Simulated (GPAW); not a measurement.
# Near-edge structure at the Cu K edge of CuSe (P4/nmm), part 2 of 2

What does one-electron theory with a core hole give for the Cu K edge of CuSe (P4/nmm)?

GPAW 26.7.0; X-ray absorption from dipole matrix elements to empty bands, plane-wave PAW LDA.

So far. Step 2 (The field without a hole): The mesh shows no gap, so the system is treated as a metal and the core electron is put at the Fermi level (neutral cell). Step 3 (Spectrum without a core hole, Cu atom 3): Main maxima below 30 eV (height): 0.2 eV (0.20), 7.6 eV (1.68), 12.6 eV (1.48), 18.0 eV (1.36) and 24.8 eV (1.14). A K edge sees empty p states on the absorber.

## Step 5: Spectrum with XCH, Cu atom 3

The holes are 7.5 Å apart. In GPAW the data set carries the hole's charge, so charge=0 means a charged cell and charge=-1 a neutral one. The excited electron is kept in the cell, where it fills the lowest empty states and screens the hole. After the field has converged, empty bands are computed with the density fixed and the dipole matrix elements are summed.

The input, xas.py:

```python
import numpy as np
from ase import Atoms
from ase.parallel import parprint, paropen
from gpaw import GPAW, PW, FermiDirac, Mixer, MixerDif, setup_paths
from gpaw.test import gen
setup_paths.insert(0, '.')
gen('Cu', name='fch1s', xcname='LDA', corehole=(1, 0, 1), write_xml=True)
from gpaw.mpi import world
world.barrier()

atoms = Atoms('Se8Cu8',
    cell=[[0, 7.5491599, 0],
     [-7.5491599, 0, 0],
     [3.77457995, 3.77457995, 5.43834287]],
    scaled_positions=[[0.11149821, 0.13850179, 0.27700358],
     [0.11149821, 0.63850179, 0.27700358],
     [0.61149821, 0.13850179, 0.27700358],
     [0.61149821, 0.63850179, 0.27700358],
     [0.63850179, 0.11149821, 0.72299642],
     [0.63850179, 0.61149821, 0.72299642],
     [0.13850179, 0.11149821, 0.72299642],
     [0.13850179, 0.61149821, 0.72299642],
     [0.25, 0.75, 0],
     [0.25, 0.25, 0],
     [0.75, 0.75, 0],
     [0.75, 0.25, 0],
     [0, 0, 0],
     [0, 0.5, 0],
     [0.5, 0, 0],
     [0.5, 0.5, 0]],
    pbc=True)
atoms.calc = calc = GPAW(legacy_gpaw=True, mode=PW(430), xc='LDA', setups={8: 'fch1s'},
    kpts={'size': (3, 3, 3), 'gamma': True}, occupations=FermiDirac(0.1),
    charge=-1, mixer=Mixer(0.1, 5, 50), maxiter=150,
    convergence={'density': 0.0001}, txt='scf.txt')
energy = atoms.get_potential_energy() + calc.get_reference_energy()
ef = calc.get_fermi_level()
out = dict(energy=energy, fermi=ef, forces=atoms.get_forces().tolist())
parprint(f'all-electron energy {energy:.4f} eV, Fermi level {ef:.4f} eV')
ev = np.array([[calc.get_eigenvalues(k, s) for k in range(len(calc.get_ibz_k_points()))] for s in range(calc.get_number_of_spins())])
out['homo'], out['lumo'], out['counts'] = ev[ev < ef].max(), ev[ev > ef].min(), sorted(set((ev < ef).sum((0, 2)).tolist()))
out['filled'] = (ev[:, 0] < ef).sum(1).tolist()

from ase.units import Ha
from gpaw.xas import dipole_matrix_elements
nb = int(calc.get_number_of_electrons() / 2) + 187
top, nb = nb, nb + 8 + nb // 12
nscf = calc.fixed_density(kpts={'size': (3, 3, 3), 'gamma': True}, nbands=nb,
    convergence={'bands': top, 'eigenstates': 1e-5}, maxiter=60, txt='nscf.txt')
cell = atoms.cell.array
ops = [cell.T @ U.T @ np.linalg.inv(cell.T) for U in nscf.wfs.kd.symmetry.op_scc]
E = np.arange(-6, 34, 0.1)
fwhm = np.interp(E, [4, 25], [1.55, 3.5])
Y, X, zero, highest = 0, 0, 1e9, 1e9
for spin in range(nscf.get_number_of_spins()):
    wfs = nscf.wfs
    A = dipole_matrix_elements(wfs.setups[8])
    eps = np.zeros((wfs.kd.nibzkpts, nb))
    d = np.zeros((3, A.shape[1], wfs.kd.nibzkpts, nb), complex)
    for kpt in wfs.kpt_u:
        if kpt.s == spin and 8 in kpt.P_ani:
            eps[kpt.k] = kpt.eps_n * Ha
            d[:, :, kpt.k] = (kpt.weight * wfs.nspins / 2) ** 0.5 * np.inner(A, kpt.P_ani[8])
    world.sum(eps)
    world.sum(d)
    T = np.einsum('amkn,bmkn->abkn', d, d.conj()).real
    T = sum(np.einsum('ai,ijkn,bj->abkn', R, T, R) for R in ops) / len(ops)
    empty = eps > ef
    zero, highest = min(zero, eps[empty].min()), min(highest, eps[:, top - 1].min())
    lines = [(eps, T, empty)] if spin == 0 else lines + [(eps, T, empty)]
for eps, T, empty in lines:
    f = np.einsum('aakn->akn', T).reshape(3, -1)
    x = eps.ravel() - zero
    w = np.interp(x, E, fwhm) / 2.35482
    g = np.exp(-0.5 * ((E[:, None] - x) / w) ** 2) / (w * (2 * np.pi) ** 0.5)
    Y = Y + (f * empty.ravel()) @ g.T
    X = X + (f * ~empty.ravel()) @ g.T
out.update(E=E.round(2).tolist(), xas=Y.tolist(), xes=X.tolist(), zero=zero, valid=highest - zero, nk=len(eps), nb=nb)
for i in range(0, len(E), 10):
    parprint(f'{E[i]:7.2f}', *(f'{v:10.3e}' for v in Y[:, i]))
import json
with paropen('out.json', 'w') as f:
    json.dump(out, f)
```

The run is started by

```
OMP_NUM_THREADS=1 mpirun -n 4 gpaw python xas.py
```

Numbers of over 12 decimals in the logs are rounded to 6 here.

Output:

```text
Input parameters:
  charge: -1
  convergence: {density: 0.0001}
  kpts: {gamma: True,
         size: (3, 3, 3)}
  maxiter: 150
  mixer: {backend: pulay,
          beta: 0.1,
          method: separate,
          nmaxold: 5,
          weight: 50}
  mode: {ecut: 430.0,
         name: pw}
  occupations: {fixmagmom: False,
                name: fermi-dirac,
                width: 0.1}
  setups: {8: fch1s}

Initialize ...

[... PAW data sets ...]

Reference energy: -878747.268758  # eV

Spin-paired calculation

[... convergence settings ...]
Symmetries present (total): 2
  [... symmetry matrices ...]

27 k-points: 3 x 3 x 3 Monkhorst-Pack grid
10 k-points in the irreducible part of the Brillouin zone
       k-points in crystal coordinates                weights
   0:     0.00000000    0.00000000    0.00000000          1/27
   1:     0.00000000    0.00000000    0.33333333          2/27
   2:     0.33333333   -0.33333333    0.00000000          4/27
   3:     0.33333333   -0.33333333    0.33333333          2/27
   4:     0.33333333    0.00000000   -0.33333333          4/27
   5:     0.33333333    0.00000000    0.00000000          4/27
   6:     0.33333333    0.00000000    0.33333333          4/27
   7:     0.33333333    0.33333333   -0.33333333          2/27
   8:     0.33333333    0.33333333    0.00000000          2/27
   9:     0.33333333    0.33333333    0.33333333          2/27

Wave functions: Plane wave expansion
  Cutoff energy: 430.000 eV
  Number of coefficients (min, max): 6247, 6297
  Pulay-stress correction: 0.000000 eV/Ang^3 (de/decut=0.000000)
  Using FFTW library
  Wavefunction extrapolation:
    Improved wavefunction reuse through dual PAW basis

Occupation numbers: Fermi-Dirac:
  width: 0.1000  # eV

Eigensolver
   Davidson(niter=2)

Densities:
  Coarse grid: 40*40*40 grid
  Fine grid: 80*80*80 grid
  Total Charge: 0.000000

Density mixing:
  Method: separate
  Backend: pulay
  Linear mixing parameter: 0.1
  old densities: 5
  Width of damping distribution: 1.1
  Damping of long wavelength oscillations: 50

[... Hamiltonian set-up ...]
Number of atoms: 16
Number of atomic orbitals: 104
Number of bands in calculation: 87
Number of valence electrons: 137
Bands to converge: occupied

... initialized

Initializing position-dependent things.

Density initialized from atomic densities
Creating initial wave functions:
  87 bands from LCAO basis set

                     Se       Se

                  Se        Se

               Se       Se

          Cu Se     CuSe
              Cu       Cu
        Cu       Cu
            Cu       Cu

Atomic positions and initial magnetic moments

Positions:
   0 Se     0.000000    1.887290    1.506440    ( 0.0000,  0.0000,  0.0000)
   1 Se    -3.774580    1.887290    1.506440    ( 0.0000,  0.0000,  0.0000)
   2 Se     0.000000    5.661870    1.506440    ( 0.0000,  0.0000,  0.0000)
   3 Se    -3.774580    5.661870    1.506440    ( 0.0000,  0.0000,  0.0000)
   4 Se     1.887290    7.549160    3.931902    ( 0.0000,  0.0000,  0.0000)
   5 Se    -1.887290    7.549160    3.931902    ( 0.0000,  0.0000,  0.0000)
   6 Se     1.887290    3.774580    3.931902    ( 0.0000,  0.0000,  0.0000)
[...]
13 Cu    -3.774580    0.000000    0.000000    ( 0.0000,  0.0000,  0.0000)
  14 Cu     0.000000    3.774580    0.000000    ( 0.0000,  0.0000,  0.0000)
  15 Cu    -3.774580    3.774580    0.000000    ( 0.0000,  0.0000,  0.0000)

Unit cell:
           periodic     x           y           z      points  spacing
  1. axis:    yes    0.000000    7.549160    0.000000    40     0.1550
  2. axis:    yes   -7.549160    0.000000    0.000000    40     0.1550
  3. axis:    yes    3.774580    3.774580    5.438343    40     0.1360

  Lengths:   7.549160   7.549160   7.620399
  Angles:  119.691234  60.308766  90.000000

Effective grid spacing dv^(1/3) = 0.1692

iter:   1   -94.826743
iter:   2   -84.642526   -0.47  -1.16
iter:   3   -80.046210   -0.69  -1.35
iter:   4   -79.504629   -2.16  -1.47
iter:   5   -79.148017   -1.89  -1.57
iter:   6   -79.164790   -1.85  -1.81
iter:   7   -79.419486   -1.65  -2.06
iter:   8   -78.989452   -2.51  -2.32
iter:   9   -78.963160   -3.11  -2.57
iter:  10   -78.969883c  -3.54  -2.62
iter:  11   -78.945840c  -3.20  -2.94
iter:  12   -78.946560c  -4.38  -3.14
iter:  13   -78.945316c  -4.61  -3.28
iter:  14   -78.945512c  -5.72  -3.69
iter:  15   -78.945493c  -6.35  -3.86
iter:  16   -78.945457c  -6.94  -3.93
iter:  17   -78.945447c  -6.66  -4.05c
iter:  18   -78.945444c  -7.19  -4.28c
iter:  19   -78.945466c  -7.55c -4.42c

Converged after 19 iterations.

Dipole moment: (23.716709, -24.045026, -0.000000) |e|*Ang

Energy contributions relative to reference atoms: (reference = -878747.268758)

Kinetic:        -17.885896
Potential:       -0.841677
External:        +0.000000
XC:             -60.564549
Entropy (-ST):   -0.351308
Local:           +0.522310
SIC:             +0.000000
--------------------------
Free energy:    -79.121120
Extrapolated:   -78.945466

Showing only first 2 kpts
 Kpt  Band  Eigenvalues  Occupancy
  0    66      5.32155    0.12982
  0    67      5.32155    0.12982
  0    68      5.35709    0.09279
  0    69      5.41903    0.05104

  1    66      5.18846    0.41609
  1    67      5.18846    0.41609
  1    68      5.22260    0.31467
[...]
Fermi level: 5.05478

No gap
No difference between direct/indirect transitions

Forces in eV/Ang:
  0 Se   -0.36419   -0.00000    0.12173
  1 Se    0.36419   -0.00000    0.12173
  2 Se    0.01735   -0.00000   -0.28443
  3 Se   -0.01735   -0.00000   -0.28443
  4 Se   -0.00000   -0.01735    0.28443
  5 Se   -0.00000    0.36419   -0.12173
  6 Se   -0.00000    0.01735    0.28443
[...]
13 Cu    0.14274   -0.14274   -0.00000
 14 Cu   -0.14274    0.14274    0.00000
 15 Cu    0.14274    0.14274    0.00000
Scalar-relativistic atomic LDA calculation for Cu (Copper, Z=29)
Core hole in 1s state (1s occupation: 1.0)
600 radial gridpoints.
|------------------------------------------------|
|------------------------------------------------|
[... the atom generator's iteration count ...]

Energy contributions:
-------------------------
Kinetic:    +1336.692400
XC:           -57.131451
Potential:  -2600.779951
-------------------------
Total:      -1321.219003

state      eigenvalue         ekin         rmax
-----------------------------------------------
1s^1.0 :  -337.058981   426.036309        0.034
2s^2.0 :   -41.859242    83.018235        0.193
2p^6.0 :   -37.118937    82.366106        0.153
3s^2.0 :    -4.941495    18.413630        0.596
3p^6.0 :    -3.402187    16.582998        0.594
3d^10.0:    -0.747943    11.230631        0.562
4s^1.0 :    -0.517664     1.791433        2.006
4p^0.0 :    -0.294182     1.077284        2.520
-----------------------------------------------
(units: Bohr and Hartree)

Generating PAW setup
Kinetic energy of the core from tauc = 1233.538363194992
Cutoffs:
rc(s)=2.200
rc(p)=2.200
rc(d)=2.000
rc(vbar)=1.800
rc(comp)=2.000
rc(nct)=2.200

Kinetic energy of the core states: 1222.594660
Charge: 1.0
Core electrons: 17.0
Valence electrons: 11.0
Pseudo-core charge: 0.267927
Shape function alpha=2.500
Pseudo-electron charge 3.306954
state    eigenvalue         norm
--------------------------------
4s(1) :    -0.517664     1.110086
*s    :     0.482336
4p(0) :    -0.294182     1.012069
*p    :     0.705818
3d(10):    -0.747943     0.192894
*d    :     0.252057
--------------------------------

Diagonalizing with gridspacing h=0.050

state   all-electron     PAW
-------------------------------
4s:      -0.517664    -0.517809
4p:      -0.294182    -0.294289
3d:      -0.747943    -0.748405
*f:                   -0.018700
-------------------------------
all-electron energy -878826.2142 eV, Fermi level 5.0548 eV
[...]
31.00  1.594e-07  1.594e-07  1.686e-07
  32.00  1.760e-07  1.760e-07  1.751e-07
  33.00  1.810e-07  1.810e-07  1.719e-07
```

Run time: 2.2 min. Hardware: 4 MPI ranks of Intel Xeon 6975P-C (Granite Rapids), shared host; peak memory 0.45 GiB; 8.6 min of CPU time.

The Cu K spectrum, Cu atom 3, excited-electron core hole (neutral cell) (energy from the lowest empty level; intensity scaled to a mean of 1 over the first 20 eV; polarised curves are means over the symmetry-equivalent atoms):

| E (eV) | isotropic | ε ⊥ c | ε ∥ c |
| --- | --- | --- | --- |
| -2.0 | 0.00 | 0.00 | 0.00 |
| -1.5 | 0.00 | 0.00 | 0.00 |
| -1.0 | 0.01 | 0.01 | 0.01 |
| -0.5 | 0.03 | 0.03 | 0.04 |
| 0.0 | 0.05 | 0.05 | 0.07 |
| 0.5 | 0.06 | 0.05 | 0.07 |
| 1.0 | 0.04 | 0.03 | 0.04 |
| 1.5 | 0.02 | 0.02 | 0.02 |
| 2.0 | 0.01 | 0.01 | 0.01 |
| 2.5 | 0.04 | 0.05 | 0.03 |
| 3.0 | 0.14 | 0.16 | 0.10 |
| 3.5 | 0.33 | 0.37 | 0.24 |
| 4.0 | 0.54 | 0.60 | 0.43 |
| 4.5 | 0.74 | 0.79 | 0.62 |
| 5.0 | 0.92 | 0.97 | 0.83 |
| 5.5 | 1.14 | 1.18 | 1.07 |
| 6.0 | 1.40 | 1.45 | 1.30 |
| 6.5 | 1.64 | 1.71 | 1.49 |
| 7.0 | 1.75 | 1.80 | 1.64 |
| 7.5 | 1.63 | 1.60 | 1.70 |
| 8.0 | 1.40 | 1.27 | 1.65 |
| 8.5 | 1.20 | 1.03 | 1.54 |
| 9.0 | 1.12 | 0.93 | 1.49 |
| 9.5 | 1.15 | 0.96 | 1.54 |
| 10.0 | 1.23 | 1.05 | 1.59 |
| 10.5 | 1.27 | 1.14 | 1.51 |
| 11.0 | 1.24 | 1.19 | 1.33 |
| 11.5 | 1.17 | 1.18 | 1.13 |
| 12.0 | 1.11 | 1.15 | 1.03 |
| 12.5 | 1.13 | 1.17 | 1.06 |
| 13.0 | 1.21 | 1.24 | 1.16 |
| 13.5 | 1.31 | 1.35 | 1.25 |
| 14.0 | 1.38 | 1.44 | 1.26 |
| 14.5 | 1.39 | 1.49 | 1.21 |
| 15.0 | 1.34 | 1.46 | 1.11 |
| 15.5 | 1.26 | 1.38 | 1.01 |
| 16.0 | 1.16 | 1.28 | 0.94 |
| 16.5 | 1.09 | 1.18 | 0.91 |
| 17.0 | 1.05 | 1.12 | 0.91 |
| 17.5 | 1.05 | 1.10 | 0.93 |
| 18.0 | 1.07 | 1.12 | 0.98 |
| 18.5 | 1.12 | 1.16 | 1.04 |
| 19.0 | 1.17 | 1.19 | 1.11 |
| 19.5 | 1.20 | 1.21 | 1.18 |
| 20.0 | 1.22 | 1.21 | 1.24 |
| 20.5 | 1.21 | 1.18 | 1.27 |
| 21.0 | 1.18 | 1.14 | 1.25 |
| 21.5 | 1.12 | 1.08 | 1.20 |
| 22.0 | 1.06 | 1.02 | 1.12 |
| 22.5 | 0.99 | 0.96 | 1.04 |
| 23.0 | 0.93 | 0.92 | 0.97 |
| 23.5 | 0.90 | 0.90 | 0.92 |
| 24.0 | 0.90 | 0.90 | 0.91 |
| 24.5 | 0.93 | 0.93 | 0.92 |
| 25.0 | 0.96 | 0.96 | 0.95 |
| 25.5 | 1.00 | 0.99 | 1.00 |
| 26.0 | 1.02 | 1.01 | 1.05 |
| 26.5 | 1.04 | 1.02 | 1.08 |
| 27.0 | 1.05 | 1.02 | 1.11 |
| 27.5 | 1.04 | 1.00 | 1.11 |
| 28.0 | 1.02 | 0.98 | 1.10 |
| 28.5 | 0.99 | 0.95 | 1.07 |
| 29.0 | 0.96 | 0.93 | 1.03 |
| 29.5 | 0.95 | 0.91 | 1.01 |
| 30.0 | 0.94 | 0.91 | 1.00 |
| 30.5 | 0.96 | 0.94 | 1.01 |
| 31.0 | 1.00 | 0.98 | 1.04 |
| 31.5 | 1.04 | 1.03 | 1.06 |
| 32.0 | 1.08 | 1.08 | 1.08 |

Main maxima below 30 eV (height): 7.0 eV (1.75), 10.6 eV (1.27), 14.4 eV (1.40), 20.0 eV (1.22) and 27.0 eV (1.05). 

The total-energy difference is 8990.85 eV. One term is added: -29.79 eV, since the hole is spin-paired here and a spin-polarised one costs that much less in the free atom (computed apart). The photon energy is then 8961.06 eV. The tabulated edge of the element is 8979 eV. The functional leaves an error in such absolute values: in the free atom LDA prices this hole 18.3 eV below PBE (computed apart), and PBE is itself good to a few eV.

## Step 6: Spectrum with XCH, Cu atom 3

Another set-up is tried: charge keyword to -2.

Changes to xas.py since step 5:

```diff
@@ -33,3 +33,3 @@
     kpts={'size': (3, 3, 3), 'gamma': True}, occupations=FermiDirac(0.1),
-    charge=-1, mixer=Mixer(0.1, 5, 50), maxiter=150,
+    charge=-2, mixer=Mixer(0.1, 5, 50), maxiter=150,
     convergence={'density': 0.0001}, txt='scf.txt')
```

Output:

```text
Input parameters:
  charge: -2
  convergence: {density: 0.0001}
  kpts: {gamma: True,
         size: (3, 3, 3)}
  maxiter: 150
  mixer: {backend: pulay,
          beta: 0.1,
          method: separate,
          nmaxold: 5,
          weight: 50}
  mode: {ecut: 430.0,
         name: pw}
  occupations: {fixmagmom: False,
                name: fermi-dirac,
                width: 0.1}
  setups: {8: fch1s}

Initialize ...

[...]
*d    :     0.252057
--------------------------------

Diagonalizing with gridspacing h=0.050

state   all-electron     PAW
-------------------------------
4s:      -0.517664    -0.517809
4p:      -0.294182    -0.294289
3d:      -0.747943    -0.748405
*f:                   -0.018700
-------------------------------
all-electron energy -878821.1036 eV, Fermi level 5.2138 eV
[...]
32.00  1.787e-07  1.787e-07  1.758e-07
  33.00  1.795e-07  1.795e-07  1.695e-07
[key lines of the parts left out:]
Converged after 20 iterations.
Dipole moment: (23.560679, -23.912735, -0.000000) |e|*Ang
Free energy:    -73.988209
Fermi level: 5.21381
```

Wall time 2.2 min (4 MPI ranks); peak memory 0.45 GiB.

The run finished. A setting was moved off its sound value on purpose, so it serves as a test and not as the result.

The fault put into the input: the charge keyword adds two electrons for one core hole.

Against the first run the r.m.s. difference is 4 %. The highest intensity below 24 eV goes from 7.0 eV (1.75) to 6.8 eV (1.72).

| E (eV) | first run | this run |
| --- | --- | --- |
| -2.0 | 0.00 | 0.00 |
| -0.5 | 0.03 | 0.03 |
| 1.0 | 0.04 | 0.03 |
| 2.5 | 0.04 | 0.07 |
| 4.0 | 0.54 | 0.62 |
| 5.5 | 1.14 | 1.22 |
| 7.0 | 1.75 | 1.71 |
| 8.5 | 1.20 | 1.14 |
| 10.0 | 1.23 | 1.23 |
| 11.5 | 1.17 | 1.13 |
| 13.0 | 1.21 | 1.24 |
| 14.5 | 1.39 | 1.36 |
| 16.0 | 1.16 | 1.13 |
| 17.5 | 1.05 | 1.04 |
| 19.0 | 1.17 | 1.17 |
| 20.5 | 1.21 | 1.19 |
| 22.0 | 1.06 | 1.01 |
| 23.5 | 0.90 | 0.89 |
| 25.0 | 0.96 | 0.96 |
| 26.5 | 1.04 | 1.03 |
| 28.0 | 1.02 | 1.00 |
| 29.5 | 0.95 | 0.93 |
| 31.0 | 1.00 | 1.00 |

## Step 7: With and without the hole

Both curves are counted from their own zero, so only the shift of weight within the empty states shows.

| E (eV) | no hole | XCH |
| --- | --- | --- |
| -2.0 | 0.00 | 0.00 |
| -1.0 | 0.04 | 0.01 |
| 0.0 | 0.19 | 0.05 |
| 1.0 | 0.11 | 0.04 |
| 2.0 | 0.01 | 0.01 |
| 3.0 | 0.05 | 0.14 |
| 4.0 | 0.34 | 0.54 |
| 5.0 | 0.65 | 0.92 |
| 6.0 | 0.93 | 1.40 |
| 7.0 | 1.51 | 1.75 |
| 8.0 | 1.62 | 1.40 |
| 9.0 | 1.22 | 1.12 |
| 10.0 | 0.96 | 1.23 |
| 11.0 | 1.14 | 1.24 |
| 12.0 | 1.43 | 1.11 |
| 13.0 | 1.45 | 1.21 |
| 14.0 | 1.35 | 1.38 |
| 15.0 | 1.24 | 1.34 |
| 16.0 | 1.21 | 1.16 |
| 17.0 | 1.30 | 1.05 |
| 18.0 | 1.36 | 1.07 |
| 19.0 | 1.32 | 1.17 |
| 20.0 | 1.28 | 1.22 |
| 21.0 | 1.23 | 1.18 |
| 22.0 | 1.15 | 1.06 |
| 23.0 | 1.11 | 0.93 |
| 24.0 | 1.13 | 0.90 |
| 25.0 | 1.13 | 0.96 |
| 26.0 | 1.10 | 1.02 |
| 27.0 | 1.06 | 1.05 |
| 28.0 | 1.04 | 1.02 |
| 29.0 | 1.07 | 0.96 |
| 30.0 | 1.11 | 0.94 |
| 31.0 | 1.15 | 1.00 |
| 32.0 | 1.17 | 1.08 |

With each curve scaled to its own mean, the area from −2 to 6 eV with the hole is 2.4 against 1.8, and the centre of weight from −1 to 20 eV moves by -0.5 eV: the hole pulls the absorber's empty states down.

## Step 8: Results

```yaml
absorber_and_edge: Cu K, atom 3 of the ground-state input (counted from 1)
surroundings: 4 Se at 2.41 Å (tetrahedral, site symmetry -4m2)
highest_intensity_below_24_ev: 7.0 eV above the zero, height 1.75
photon_energy_of_the_zero_with_the_added_terms: 8961.1 eV (raw 8990.9 eV; LDA puts this hole about 18 eV below PBE, itself good to a few eV)
```

The Cu K edge of atom 3, with 4 Se at 2.41 Å (tetrahedral, site symmetry -4m2), has its highest intensity of the first 24 eV at 7.0 eV above the zero, near 8968 eV in photon energy (LDA puts this hole about 18 eV below PBE, itself good to a few eV), 1.7 times the mean level of the first 20 eV (Gaussian full width 1.55 eV up to 4 eV, rising linearly to 3.5 eV at 25 eV). With each curve scaled to its own mean, the area from −2 to 6 eV with the hole is 2.4 against 1.8, and the centre of weight from −1 to 20 eV moves by -0.5 eV: the hole pulls the absorber's empty states down. At the Cu K edge of atom 3 polarisation matters most near 9.6 eV, where the curves differ by 0.6 on this scale. The script folds with a Gaussian, whereas the core hole's own line is a Lorentzian, so the onset is too steep and the first peak too high. The unit cell's mesh shows no gap over 0.35 eV. That is right for a metallic compound; for a small-gap or correlated insulator it would be the fault of the functional or of the assumed magnetic order, and the hole would be screened too well. The mesh is coarse (0.39 Å⁻¹ between points), so small maxima may be mesh ripples. Lifetime broadening is put in by hand, and intensities beyond about 20 eV depend on it and on the partial waves. The structure is a computed Materials Project entry and may be a hypothetical form.

[Banner, clock and machine lines of the logs are left out without a mark of their own.]

[Logs are printed without paths, hosts, clocks, repeated set-up lines and the standing remarks that a program may print on its own settings, such as how far it seeks lower states.]

[Hosts, paths, dates, database ids (printed as entryN), source tags and the programs' standing remarks are cut or masked in the printed files.]

[Lists of maxima count a maximum above −3 eV only where it reaches 4 % of the highest in the window and stands out from its surroundings by 2 % of it (1.5 % where it reaches 55 %); shoulders and weaker maxima are passed over, and of the rest the first, up to two pre-edge ones and the few strongest are named.]
